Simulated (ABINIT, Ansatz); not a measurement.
# A GW run on CaHClO (P6_3mc) in ABINIT, with inputs changed

A base run on CaHClO (P6_3mc), then changed inputs.

Program: ABINIT 10.8.3. Level of theory: LDA and many-body steps on it, plane waves. Results are calculated unless marked as measured.

### Step 1. Set-up

Symmetry: P6_3mc, No. 186, hexagonal system. Conventional cell: a = 3.870 Å, b = 3.870 Å, c = 9.810 Å, α = 90.00°, β = 90.00°, γ = 120.00°. Nearest to Ca lie 3 O at 2.33 Å and 3 H at 2.77 Å and 4 Cl at 2.87 to 3.11 Å. Nearest to H lie 1 O at 0.97 Å. Nearest to Cl lie 3 H at 2.67 Å and 4 Ca at 2.87 to 3.11 Å. O has 1 H at 0.97 Å and 3 Ca at 2.33 Å nearest. Farther neighbours and most contacts between anions are not listed.

The cell and positions are those that the Materials Project relaxed with its own functionals (PBE, PBE+U or r2SCAN), kept fixed.

### Step 2. Screening, 3×3×2 mesh, 178 bands, screening to 141.5 eV

This step: ABINIT 10.8.3; RPA screening on LDA, plane waves, norm-conserving pseudopotentials.

The RPA dielectric matrix is built and inverted for each q.

File run.abi:

```
acell 3*1.0 Angstrom
rprim 
  3.869837503795 0.000000000001 0.000000000000
  -1.934918751899 3.351377586804 0.000000000000
  0.000000000000 0.000000000000 9.809829070000
ntypat 4
znucl 20 1 17 8
natom 8
typat 1 1 2 2 3 3 4 4
xred 
  0.333333333333 0.666666666667 0.000072350000
  0.666666666667 0.333333333333 0.500072350000
  0.000000000000 0.000000000000 0.166937970000
  0.000000000000 0.000000000000 0.666937970000
  0.333333333333 0.666666666667 0.316666000000
  0.666666666667 0.333333333333 0.816666000000
  0.000000000000 0.000000000000 0.068122680000
  0.000000000000 0.000000000000 0.568122680000
pp_dirpath "pseudos"
pseudos "Ca.upf, H.upf, Cl.upf, O.upf"
ecut 36
ngkpt 3 3 2
nshiftk 1
shiftk 0 0 0
kptopt 1
chksymbreak 0
istwfk *1
occopt 1
irdwfk 1
optdriver 3
nband 178
ecuteps 5.2
inclvkb 2
awtr 1
symchi 1
indata_prefix "in"
outdata_prefix "out"
tmpdata_prefix "tmp"
```

Launch:

```console
> OMP_NUM_THREADS=1 mpirun -n 4 abinit run.abi > log
```

The program printed:

```text
.Version 10.8.3 of ABINIT. v10.8.2 released Aug 2026.

 Symmetries : space group P6_3 m c (#186); Bravais hP (primitive hexag.)
[... echo of the input left out ...]
== DATASET  1 ==================================================================
-   mpi_nproc: 4, omp_nthreads: 1 (-1 if OMP is not activated)

--- !DatasetInfo
iteration_state: {dtset: 1, }
dimensions: {natom: 8, nkpt: 6, mband: 178, nsppol: 1, nspinor: 1, nspden: 1, mpw: 8886, }
cutoff_energies: {ecut:  36.0, pawecutdg:  -1.0, }
electrons: {nelect:   4.80000000E+01, charge:   0.00000000E+00, occopt:   1.00000000E+00, tsmear:   1.00000000E-02, }

 SCREENING: Calculation of the susceptibility and dielectric matrices

 Based on a program developped by R.W. Godby, V. Olevano, G. Onida, and L. Reining.
 Incorporated in ABINIT by V. Olevano, G.-M. Rignanese, and M. Torrent.
.Using double precision arithmetic ; gwpc =  8

[... cell and pseudopotentials left out ...]
--------------------------------------------------------------------------------

 ==== K-mesh for the wavefunctions ====
 Number of points in the irreducible wedge :     6
[... list of points left out ...]
 Together with 12 symmetry operations and time-reversal symmetry
 yields    18 points in the full Brillouin Zone.

 ==== Q-mesh for the screening function ====
 Number of points in the irreducible wedge :     6
[... list of points left out ...]
 Together with 12 symmetry operations and time-reversal symmetry
 yields    18 points in the full Brillouin Zone.

 setmesh: FFT mesh size selected  =    24x   24x   72
          total number of points  =        41472

 vcoul_init : cutoff-mode = AUXILIARY_FUNCTION
 q-points for optical limit:   1
     1)      0.000010    0.000020    0.000030

- screening: taking advantage of time-reversal symmetry
- Maximum band index for partially occupied states nbvw = 24
- Remaining bands to be divided among processors   nbcw = 154
- Number of bands treated by each node ~38

 Number of electrons calculated from density =   48.0000; Expected =   48.0000
 average of density, n =  0.055907
 r_s =    1.6224
 omega_plasma =   22.8081 [eV]

 calculating chi0 at frequencies [eV] :
  1    0.000000E+00    0.000000E+00
  2    0.000000E+00    2.280810E+01

--------------------------------------------------------------------------------
  q-point number  1        q = ( 0.000000, 0.000000, 0.000000) [r.l.u.]
--------------------------------------------------------------------------------
[... chi0 elements left out ...]
 For q-point:  0.000010 0.000020 0.000030
  dielectric constant =   2.9534
  dielectric constant without local fields =   3.3699

  Average fulfillment of the sum rule on Im[epsilon] for q-point    1 :     67.14  [%]
[... wings left out ...]
  q-point number  2        q = ( 0.333333, 0.000000, 0.000000) [r.l.u.]
--------------------------------------------------------------------------------
[... chi0 elements left out ...]
  Average fulfillment of the sum rule on Im[epsilon] for q-point    2 :     67.25  [%]

 [... 4 further q-points ...]
```

Wall time 2 min (4 MPI ranks of Arm Neoverse V1, shared host); peak memory 1.8 GiB.

This step gave:

```yaml
eps_infinity_with_local_fields_on_this_mesh_along_the_program_s_q_direction: 2.953
the_same_without_local_fields: 3.370
plasma_frequency: 22.81 eV
plane_waves_in_the_screening_matrix: 499
```

Local fields lower ε∞ by 12 %. On a Γ-centred mesh this coarse the value itself is usually too large, while a short band sum pulls it down.

### Step 3. Base

The self-energy is evaluated for the states that the input lists, and the levels follow from it, in one-shot runs by the linearised quasiparticle equation.

This step: G0W0 on LDA, plane waves, norm-conserving pseudopotentials.

run.abi: that of step 2 with these lines changed.

```diff
@@ -29,8 +29,15 @@
 irdwfk 1
-optdriver 3
+optdriver 4
 nband 178
+gwcalctyp 0
+ecutsigx 36
+symsigma 1
+nkptgw 1
+kptgw 
+  0.0000000000 0.0000000000 0.0000000000
+bdgw 
+  23 26
 ecuteps 5.2
-inclvkb 2
-awtr 1
-symchi 1
+irdscr 1
+ppmodel 1
 indata_prefix "in"
```

The program printed:

```text
.Version 10.8.3 of ABINIT. v10.8.2 released Aug 2026.

 Symmetries : space group P6_3 m c (#186); Bravais hP (primitive hexag.)
[... echo of the input left out ...]
== DATASET  1 ==================================================================
-   mpi_nproc: 4, omp_nthreads: 1 (-1 if OMP is not activated)

--- !DatasetInfo
iteration_state: {dtset: 1, }
dimensions: {natom: 8, nkpt: 6, mband: 178, nsppol: 1, nspinor: 1, nspden: 1, mpw: 8886, }
cutoff_energies: {ecut:  36.0, pawecutdg:  -1.0, }
electrons: {nelect:   4.80000000E+01, charge:   0.00000000E+00, occopt:   1.00000000E+00, tsmear:   1.00000000E-02, }

 SIGMA: Calculation of the GW corrections

 Based on a program developped by R.W. Godby, V. Olevano, G. Onida, and L. Reining.
 Incorporated in ABINIT by V. Olevano, G.-M. Rignanese, and M. Torrent.
.Using double precision arithmetic ; gwpc =  8

[... cell and pseudopotentials left out ...]
--------------------------------------------------------------------------------

 ==== K-mesh for the wavefunctions ====
 Number of points in the irreducible wedge :     6
[... list of points left out ...]
 Together with 12 symmetry operations and time-reversal symmetry
 yields    18 points in the full Brillouin Zone.

 ==== Q-mesh for screening function ====
 Number of points in the irreducible wedge :     6
[... list of points left out ...]
 Together with 12 symmetry operations and time-reversal symmetry
 yields    18 points in the full Brillouin Zone.

 vcoul_init : cutoff-mode = AUXILIARY_FUNCTION
 q-points for optical limit:   1
     1)      0.000010    0.000020    0.000030
 setmesh: FFT mesh size selected  =    36x   36x  108
          total number of points  =       139968

 Number of electrons calculated from density =   48.0000; Expected =   48.0000
 average of density, n =  0.055907
 r_s =    1.6224
 omega_plasma =   22.8081 [eV]

 === KS Band Gaps ===
  >>>> For spin  1
   Minimum direct gap =   5.0657 [eV], located at k-point      :   0.0000  0.0000  0.0000
   Fundamental gap    =   5.0657 [eV], Top of valence bands at :   0.0000  0.0000  0.0000
                                       Bottom of conduction at :   0.0000  0.0000  0.0000
 SIGMA fundamental parameters:
 PLASMON POLE MODEL  1
 number of plane-waves for SigmaX                 8847
 number of plane-waves for SigmaC and W            499
 number of plane-waves for wavefunctions          8847
 number of bands                                   178
 number of independent spin polarizations            1
 number of spinorial components                      1
 number of k-points in IBZ                           6
 number of q-points in IBZ                           6
 number of symmetry operations                      12
 number of k-points in BZ                           18
 number of q-points in BZ                           18
 number of frequencies for dSigma/dE                 9
 frequency step for dSigma/dE [eV]                0.25
 number of omega for Sigma on real axis              0
 max omega for Sigma on real axis  [eV]           0.00
 zcut for avoiding poles [eV]                     0.10

 EPSILON^-1 parameters (SCR file):
 dimension of the eps^-1 matrix on file            499
 dimension of the eps^-1 matrix used               499
 number of plane-waves for wavefunctions          8847
 number of bands                                   178
 number of q-points in IBZ                           6
 number of frequencies                               2
 number of real frequencies                          1
 number of imag frequencies                          1

 matrix elements of self-energy operator (all in [eV])

 Perturbative Calculation

--- !SelfEnergy_ee
iteration_state: {dtset: 1, }
kpoint     : [   0.000,    0.000,    0.000, ]
spin       : 1
KS_gap     :    5.066
QP_gap     :    7.658
Delta_QP_KS:    2.592
data: !SigmaeeData |
     Band     E0 <VxcDFT>   SigX SigC(E0)      Z dSigC/dE  Sig(E)    E-E0       E
       23   0.926 -15.754 -20.089   2.807   0.809  -0.237 -16.990  -1.236  -0.310
       24   0.926 -15.754 -20.089   2.807   0.809  -0.237 -16.990  -1.236  -0.310
       25   5.992  -9.638  -4.893  -3.168   0.859  -0.164  -8.282   1.356   7.348
       26   6.916 -10.917  -5.289  -3.319   0.854  -0.172  -8.946   1.971   8.888

== END DATASET(S) ==============================================================
================================================================================

 -outvars: echo values of variables after computation  --------
           etotal      0.0000000000E+00
            nband         178
             nkpt           6
          spgroup         186
 [... the other variables as echoed above ...]

 Calculation completed.
```

Elapsed: 18 s, on 4 MPI ranks; peak memory 1.4 GiB; 72 s of CPU time.

Numbers from this step:

* G0W0 gap on the points computed: 7.658 eV
* starting gap on the mesh: 5.066 eV
* k of the valence top: 0, 0, 0
* k of the conduction bottom: 0, 0, 0
* Z at the valence top: 0.809
* Z at the conduction bottom: 0.859
* least direct G0W0 gap on the computed points: 7.658 eV

The gap on the mesh goes from 5.07 eV to 7.66 eV, a correction of +2.59 eV.

### Step 4. Smaller part of the screening matrix

run.abi: that of step 3 with these lines changed.

```diff
@@ -39,3 +39,3 @@
   23 26
-ecuteps 5.2
+ecuteps 2.6
 irdscr 1
```

The program printed:

```text
.Version 10.8.3 of ABINIT. v10.8.2 released Aug 2026.

 Symmetries : space group P6_3 m c (#186); Bravais hP (primitive hexag.)
[... echo of the input left out ...]
== DATASET  1 ==================================================================
-   mpi_nproc: 4, omp_nthreads: 1 (-1 if OMP is not activated)

--- !DatasetInfo
iteration_state: {dtset: 1, }
dimensions: {natom: 8, nkpt: 6, mband: 178, nsppol: 1, nspinor: 1, nspden: 1, mpw: 8886, }
cutoff_energies: {ecut:  36.0, pawecutdg:  -1.0, }
electrons: {nelect:   4.80000000E+01, charge:   0.00000000E+00, occopt:   1.00000000E+00, tsmear:   1.00000000E-02, }

 SIGMA: Calculation of the GW corrections

 Based on a program developped by R.W. Godby, V. Olevano, G. Onida, and L. Reining.
 Incorporated in ABINIT by V. Olevano, G.-M. Rignanese, and M. Torrent.
.Using double precision arithmetic ; gwpc =  8

[... cell and pseudopotentials left out ...]
--------------------------------------------------------------------------------

 ==== K-mesh for the wavefunctions ====
 Number of points in the irreducible wedge :     6
[... list of points left out ...]
 Together with 12 symmetry operations and time-reversal symmetry
 yields    18 points in the full Brillouin Zone.

 ==== Q-mesh for screening function ====
 Number of points in the irreducible wedge :     6
[... list of points left out ...]
 Together with 12 symmetry operations and time-reversal symmetry
 yields    18 points in the full Brillouin Zone.

 vcoul_init : cutoff-mode = AUXILIARY_FUNCTION
 q-points for optical limit:   1
     1)      0.000010    0.000020    0.000030
 setmesh: FFT mesh size selected  =    36x   36x  108
          total number of points  =       139968

 Number of electrons calculated from density =   48.0000; Expected =   48.0000
[...]
number of k-points in IBZ                           6
 number of q-points in IBZ                           6
 number of symmetry operations                      12
 number of k-points in BZ                           18
 number of q-points in BZ                           18
 number of frequencies for dSigma/dE                 9
 frequency step for dSigma/dE [eV]                0.25
 number of omega for Sigma on real axis              0
 max omega for Sigma on real axis  [eV]           0.00
 zcut for avoiding poles [eV]                     0.10

 EPSILON^-1 parameters (SCR file):
 dimension of the eps^-1 matrix on file            499
 dimension of the eps^-1 matrix used               187
 number of plane-waves for wavefunctions          8847
 number of bands                                   178
 number of q-points in IBZ                           6
 number of frequencies                               2
 number of real frequencies                          1
 number of imag frequencies                          1

 matrix elements of self-energy operator (all in [eV])

 Perturbative Calculation

--- !SelfEnergy_ee
iteration_state: {dtset: 1, }
kpoint     : [   0.000,    0.000,    0.000, ]
spin       : 1
KS_gap     :    5.066
QP_gap     :    7.614
Delta_QP_KS:    2.548
data: !SigmaeeData |
     Band     E0 <VxcDFT>   SigX SigC(E0)      Z dSigC/dE  Sig(E)    E-E0       E
       23   0.926 -15.754 -20.089   2.825   0.817  -0.224 -16.988  -1.234  -0.308
       24   0.926 -15.754 -20.089   2.825   0.817  -0.224 -16.988  -1.234  -0.308
       25   5.992  -9.638  -4.893  -3.222   0.863  -0.159  -8.324   1.314   7.306
       26   6.916 -10.917  -5.289  -3.363   0.856  -0.168  -8.978   1.939   8.855

== END DATASET(S) ==============================================================
================================================================================

 -outvars: echo values of variables after computation  --------
           etotal      0.0000000000E+00
            nband         178
             nkpt           6
          spgroup         186
 [... the other variables as echoed above ...]

 Calculation completed.
```

The job ended after 7.6 s (4 MPI ranks; peak memory 0.99 GiB; 30 s of CPU time).

Numbers from this step:

```
G0W0 gap on the points computed              : 7.614 eV
starting gap on the mesh                     : 5.066 eV
k of the valence top                         : 0, 0, 0
k of the conduction bottom                   : 0, 0, 0
Z at the valence top                         : 0.817
Z at the conduction bottom                   : 0.863
least direct G0W0 gap on the computed points : 7.614 eV
```

### Step 5. Contour deformation on a plasmon-pole file

run.abi: that of step 4 with these lines changed.

```diff
@@ -31,3 +31,3 @@
 nband 178
-gwcalctyp 0
+gwcalctyp 2
 ecutsigx 36
@@ -39,5 +39,4 @@
   23 26
-ecuteps 2.6
+ecuteps 5.2
 irdscr 1
-ppmodel 1
 indata_prefix "in"
```

The program printed:

```text
.Version 10.8.3 of ABINIT. v10.8.2 released Aug 2026.

 Symmetries : space group P6_3 m c (#186); Bravais hP (primitive hexag.)
================================================================================
 Values of the parameters that define the memory need of the present run
     intxc =       0    ionmov =       0      iscf =       7    lmnmax =       6
     lnmax =       6     mgfft =     108  mpssoang =       3    mqgrid =    5007
     natom =       8  nloc_mem =       1    nspden =       1   nspinor =       1
    nsppol =       1      nsym =      12    n1xccc =    2501    ntypat =       4
    occopt =       1   xclevel =       1
-    mband =         178        mffmem =           1         mkmem =           2
       mpw =        8886          nfft =      172800          nkpt =           6
================================================================================
  Rough estimation (10% accuracy) of disk space for files :
================================================================================

--------------------------------------------------------------------------------
------------- Echo of variables that govern the present computation ------------
--------------------------------------------------------------------------------
 -outvars: echo values of preprocessed input variables --------
            acell      1.8897261259E+00  1.8897261259E+00  1.8897261259E+00 Bohr

             bdgw          23      26
      chksymbreak           0
             ecut      3.60000000E+01 Hartree
          ecuteps      5.20000000E+00 Hartree
         ecutsigx      3.60000000E+01 Hartree
          ecutwfn      3.60000000E+01 Hartree
-          fftalg         312
        gwcalctyp           2
           irdscr           1
           irdwfk           1

[...]
setmesh: FFT mesh size selected  =    36x   36x  108
          total number of points  =       139968

 Number of electrons calculated from density =   48.0000; Expected =   48.0000
 average of density, n =  0.055907
 r_s =    1.6224
 omega_plasma =   22.8081 [eV]

 === KS Band Gaps ===
  >>>> For spin  1
   Minimum direct gap =   5.0657 [eV], located at k-point      :   0.0000  0.0000  0.0000
   Fundamental gap    =   5.0657 [eV], Top of valence bands at :   0.0000  0.0000  0.0000
                                       Bottom of conduction at :   0.0000  0.0000  0.0000
 SIGMA fundamental parameters:
 CONTOUR DEFORMATION
 number of plane-waves for SigmaX                 8847
 number of plane-waves for SigmaC and W            499
 number of plane-waves for wavefunctions          8847
 number of bands                                   178
 number of independent spin polarizations            1
 number of spinorial components                      1
 number of k-points in IBZ                           6
 number of q-points in IBZ                           6
 number of symmetry operations                      12
 number of k-points in BZ                           18
 number of q-points in BZ                           18
 number of frequencies for dSigma/dE                 9
 frequency step for dSigma/dE [eV]                0.25
 number of omega for Sigma on real axis              0
 max omega for Sigma on real axis  [eV]           0.00
 zcut for avoiding poles [eV]                     0.10

 EPSILON^-1 parameters (SCR file):
 dimension of the eps^-1 matrix on file            499
 dimension of the eps^-1 matrix used               499
 number of plane-waves for wavefunctions          8847
 number of bands                                   178
 number of q-points in IBZ                           6
 number of frequencies                               2
 number of real frequencies                          1
 number of imag frequencies                          1

 matrix elements of self-energy operator (all in [eV])

 Perturbative Calculation

--- !ERROR
message: |
    Fatal error

--- !ERROR
message: |
    Fatal error

--- from the log ---
Fatal error
```

It took 5.4 s on 4 MPI ranks; peak memory 0.3 GiB.

The run stopped with an error after 5.4 s.

The fault put into this input: contour deformation on a plasmon-pole file.

### Step 6. The runs together

Times are wall times on 4 MPI ranks of Arm Neoverse V1, shared host, good to a factor of about two. A run's time includes the screening step that it read.

```
                                 run   mesh  bands  screening cutoff (eV)  DFT gap (eV)  gap on the mesh (eV)  direct (eV)  ε∞ used     time
                                base  3×3×2    178                  141.5         5.066                 7.658        7.658     2.95  2.3 min
smaller part of the screening matrix  3×3×2    178                   70.7         5.066                 7.614        7.614     2.95  2.1 min
```

### Step 7. Outcome

- base: 7.658 eV
- smaller part of the screening matrix: 7.614 eV
- known limits: not at the basis limit; coarse k mesh

**Reading.** Smaller part of the screening matrix: −0.044 eV against base (keys changed: ecuteps). Bands and cutoff are finite, so the gap is not at the basis limit. The miss can reach some tenths of an eV and take either sign; the mesh is an error of its own. In the first G0W0 run levels were corrected at 1 k point alone, so a gap called «on the mesh» is the least over those, and an edge elsewhere would be missed. The 3×3×2 mesh is coarse for this cell, which bears on the long-range parts of exchange and screening.

[Paths, hosts, dates, memory and timing lines, banners, echoed tables and standing remarks are left out of the program output.]

[Logs are printed without paths, hosts, clocks, repeated set-up lines and the standing remarks that a program may print on its own settings, such as how far it seeks lower states.]

[Runs of the session that timed out or met a known fault of the program may be left out.]

[No measured gap is set beside runs whose start may be inverted or whose files or cutoffs have a known fault.]

[Hosts, paths, dates, database ids (printed as entryN), source tags and the programs' standing remarks are cut or masked in the printed files.]

[G0W0 gaps are taken among the corrected bands and points alone; a level outside them can change the order at an edge.]

[Where Ansatz stands beside ABINIT at settings called matched, ABINIT's density can come from a denser mesh and the files from another edition; pairs whose starting gaps differed by over 0.03 eV were left out, so agreement reads better than it is.]
